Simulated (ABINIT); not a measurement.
# RbCaH3 (Pm-3m): G0W0 in ABINIT against the screening cutoff in the self-energy, part 2 of 2

How does the gap of RbCaH3 (Pm-3m) converge in the screening cutoff in the self-energy?

ABINIT 10.8.3; LDA and many-body steps on it, plane waves. Known limits of the many-body steps: not at the basis limit; no spin-orbit coupling; coarse k mesh.

So far. Step 2 (Screening, 2×2×2 mesh, 163 bands, screening to 176.9 eV): Local fields lower ε∞ by 11 %. On a Γ-centred mesh this coarse the value itself is usually too large, while a short band sum pulls it down. Step 5 (2.3 Ha): The gap on the mesh goes from 2.93 eV to 5.28 eV, a correction of +2.35 eV.

## 6. 3.2 Ha

Level of this step: G0W0 on LDA, plane waves, norm-conserving pseudopotentials (ABINIT).

File run.abi:

```
acell 3*1.0 Angstrom
rprim 
  4.547000000000 0.000000000000 0.000000000000
  0.000000000000 4.547000000000 0.000000000000
  0.000000000000 0.000000000000 4.547000000000
ntypat 3
znucl 37 20 1
natom 5
typat 1 2 3 3 3
xred 
  0.000000000000 0.000000000000 0.000000000000
  0.500000000000 0.500000000000 0.500000000000
  0.000000000000 0.500000000000 0.500000000000
  0.500000000000 0.000000000000 0.500000000000
  0.500000000000 0.500000000000 0.000000000000
pp_dirpath "pseudos"
pseudos "Rb.upf, Ca.upf, H.upf"
ecut 31
ngkpt 2 2 2
nshiftk 1
shiftk 0 0 0
kptopt 1
chksymbreak 0
istwfk *1
occopt 1
irdwfk 1
optdriver 4
nband 163
gwcalctyp 0
ecutsigx 31
symsigma 1
nkptgw 2
kptgw 
  0.5000000000 0.5000000000 0.0000000000
  0.0000000000 0.0000000000 0.0000000000
bdgw 
  10 14
  10 14
ecuteps 3.2
irdscr 1
ppmodel 1
indata_prefix "in"
outdata_prefix "out"
tmpdata_prefix "tmp"
```

Started as:

```bash
> OMP_NUM_THREADS=1 mpirun -n 4 abinit run.abi > log
```

The program printed:

```text
.Version 10.8.3 of ABINIT. v10.8.2 released Aug 2026.

 Symmetries : space group Pm -3 m (#221); Bravais cP (primitive cubic)
[... echo of the input left out ...]
== DATASET  1 ==================================================================
-   mpi_nproc: 4, omp_nthreads: 1 (-1 if OMP is not activated)

--- !DatasetInfo
iteration_state: {dtset: 1, }
dimensions: {natom: 5, nkpt: 4, mband: 163, nsppol: 1, nspinor: 1, nspden: 1, mpw: 5248, }
cutoff_energies: {ecut:  31.0, pawecutdg:  -1.0, }
[...]
Band     E0 <VxcDFT>   SigX SigC(E0)      Z dSigC/dE  Sig(E)    E-E0       E
[...]
13   5.719 -13.158  -5.920  -4.407   0.778  -0.285 -10.955   2.203   7.922
       14   5.719 -13.158  -5.920  -4.407   0.778  -0.285 -10.955   2.203   7.922

== END DATASET(S) ==============================================================
================================================================================

 -outvars: echo values of variables after computation  --------
           etotal      0.0000000000E+00
            nband         163
             nkpt           4
          spgroup         221
 [... the other variables as echoed above ...]

 Calculation completed.
```

Wall time 6.9 s (4 MPI ranks of Arm Neoverse V1, shared host); peak memory 0.75 GiB.

This step gave:

- G0W0 gap on the points computed: 5.371 eV
- starting gap on the mesh: 2.932 eV
- k of the valence top: 0.5, 0.5, 0
- k of the conduction bottom: 0.5, 0.5, 0
- least direct G0W0 gap on the computed points: 5.371 eV

Against the run before, the gap moves by +0.088 eV.

## 7. 4.9 Ha

run.abi, as its differences from that of step 6:

```diff
@@ -38,3 +38,3 @@
   10 14
-ecuteps 3.2
+ecuteps 4.9
 irdscr 1
```

The program printed:

```text
.Version 10.8.3 of ABINIT. v10.8.2 released Aug 2026.

 Symmetries : space group Pm -3 m (#221); Bravais cP (primitive cubic)
[... echo of the input left out ...]
== DATASET  1 ==================================================================
-   mpi_nproc: 4, omp_nthreads: 1 (-1 if OMP is not activated)

--- !DatasetInfo
iteration_state: {dtset: 1, }
dimensions: {natom: 5, nkpt: 4, mband: 163, nsppol: 1, nspinor: 1, nspden: 1, mpw: 5248, }
cutoff_energies: {ecut:  31.0, pawecutdg:  -1.0, }
[...]
Band     E0 <VxcDFT>   SigX SigC(E0)      Z dSigC/dE  Sig(E)    E-E0       E
[...]
13   5.719 -13.158  -5.920  -4.385   0.777  -0.288 -10.942   2.216   7.935
       14   5.719 -13.158  -5.920  -4.385   0.777  -0.288 -10.942   2.216   7.935

== END DATASET(S) ==============================================================
================================================================================

 -outvars: echo values of variables after computation  --------
           etotal      0.0000000000E+00
            nband         163
             nkpt           4
          spgroup         221
 [... the other variables as echoed above ...]

 Calculation completed.
```

It took 15 s on 4 MPI ranks; peak memory 0.85 GiB; 59 s of CPU time.

This step gave:

* G0W0 gap on the points computed: 5.437 eV
* starting gap on the mesh: 2.932 eV
* k of the valence top: 0.5, 0.5, 0
* k of the conduction bottom: 0.5, 0.5, 0
* least direct G0W0 gap on the computed points: 5.437 eV

Against the run before, the gap moves by +0.066 eV.

## 8. 6.5 Ha

run.abi, as its differences from that of step 7:

```diff
@@ -38,3 +38,3 @@
   10 14
-ecuteps 4.9
+ecuteps 6.5
 irdscr 1
```

The program printed:

```text
.Version 10.8.3 of ABINIT. v10.8.2 released Aug 2026.

 Symmetries : space group Pm -3 m (#221); Bravais cP (primitive cubic)
[... echo of the input left out ...]
== DATASET  1 ==================================================================
-   mpi_nproc: 4, omp_nthreads: 1 (-1 if OMP is not activated)

--- !DatasetInfo
iteration_state: {dtset: 1, }
dimensions: {natom: 5, nkpt: 4, mband: 163, nsppol: 1, nspinor: 1, nspden: 1, mpw: 5248, }
cutoff_energies: {ecut:  31.0, pawecutdg:  -1.0, }
[...]
Band     E0 <VxcDFT>   SigX SigC(E0)      Z dSigC/dE  Sig(E)    E-E0       E
[...]
13   5.719 -13.158  -5.920  -4.379   0.776  -0.289 -10.940   2.218   7.937
       14   5.719 -13.158  -5.920  -4.379   0.776  -0.289 -10.940   2.218   7.937

== END DATASET(S) ==============================================================
================================================================================

 -outvars: echo values of variables after computation  --------
           etotal      0.0000000000E+00
            nband         163
             nkpt           4
          spgroup         221
 [... the other variables as echoed above ...]

 Calculation completed.
```

It took 26 s on 4 MPI ranks; peak memory 1 GiB; 1.7 min of CPU time.

This step gave:

| Property | Result |
| --- | --- |
| G0W0 gap on the points computed | 5.451 eV |
| starting gap on the mesh | 2.932 eV |
| k of the valence top | 0.5, 0.5, 0 |
| k of the conduction bottom | 0.5, 0.5, 0 |
| least direct G0W0 gap on the computed points | 5.451 eV |

Against the run before, the gap moves by +0.014 eV.

## 9. Side by side

Times are wall times on 4 MPI ranks of Arm Neoverse V1, shared host, good to a factor of about two. A run's time includes the screening step that it read.

```
   run   mesh  bands  screening cutoff (eV)  DFT gap (eV)  gap on the mesh (eV)  direct (eV)  ε∞ used  time
0.7 Ha  2×2×2    163                     19         2.932                 5.374        5.374     3.81  19 s
1.3 Ha  2×2×2    163                   35.4         2.932                 5.291        5.291     3.81  19 s
2.3 Ha  2×2×2    163                   62.6         2.932                 5.283        5.283     3.81  20 s
3.2 Ha  2×2×2    163                   87.1         2.932                 5.371        5.371     3.81  22 s
4.9 Ha  2×2×2    163                  133.3         2.932                 5.437        5.437     3.81  30 s
6.5 Ha  2×2×2    163                  176.9         2.932                 5.451        5.451     3.81  41 s
```

## 10. Results

```
0.7 Ha       : 5.374 eV
1.3 Ha       : 5.291 eV
2.3 Ha       : 5.283 eV
3.2 Ha       : 5.371 eV
4.9 Ha       : 5.437 eV
6.5 Ha       : 5.451 eV
known limits : not at the basis limit; no spin-orbit coupling; coarse k mesh
```

What this shows: The setting moved: screening cutoff in the self-energy. From 0.7 Ha to 6.5 Ha the gap moves by +0.08 eV, for 2.1 times the time, not steadily: it passes through 5.28 eV. The last step still moves it by +0.014 eV. Bands and screening cutoff are coupled, so a series along one setting does not show full convergence. Bands and cutoff are finite, so the gap is not at the basis limit. The miss can reach some tenths of an eV and take either sign; the mesh is an error of its own. In the first G0W0 run levels were corrected at 2 k points alone, so a gap called «on the mesh» is the least over those, and an edge elsewhere would be missed. The 2×2×2 mesh is coarse for this cell, which bears on the long-range parts of exchange and screening. This is the ideal cubic cell; many perovskites, halides above all, are cubic only on average, and local tilts or off-centring can widen the gap. The many-body steps are scalar-relativistic: spin-orbit coupling is not in them.

[Paths, hosts, dates, memory and timing lines, banners, echoed tables and standing remarks are left out of the program output.]

[Logs are printed without paths, hosts, clocks, repeated set-up lines and the standing remarks that a program may print on its own settings, such as how far it seeks lower states.]

[Runs of the session that timed out or met a known fault of the program may be left out.]

[No measured gap is set beside runs whose start may be inverted or whose files or cutoffs have a known fault.]

[Hosts, paths, dates, database ids (printed as entryN), source tags and the programs' standing remarks are cut or masked in the printed files.]

[G0W0 gaps are taken among the corrected bands and points alone; a level outside them can change the order at an edge.]

[Where Ansatz stands beside ABINIT at settings called matched, ABINIT's density can come from a denser mesh and the files from another edition; pairs whose starting gaps differed by over 0.03 eV were left out, so agreement reads better than it is.]
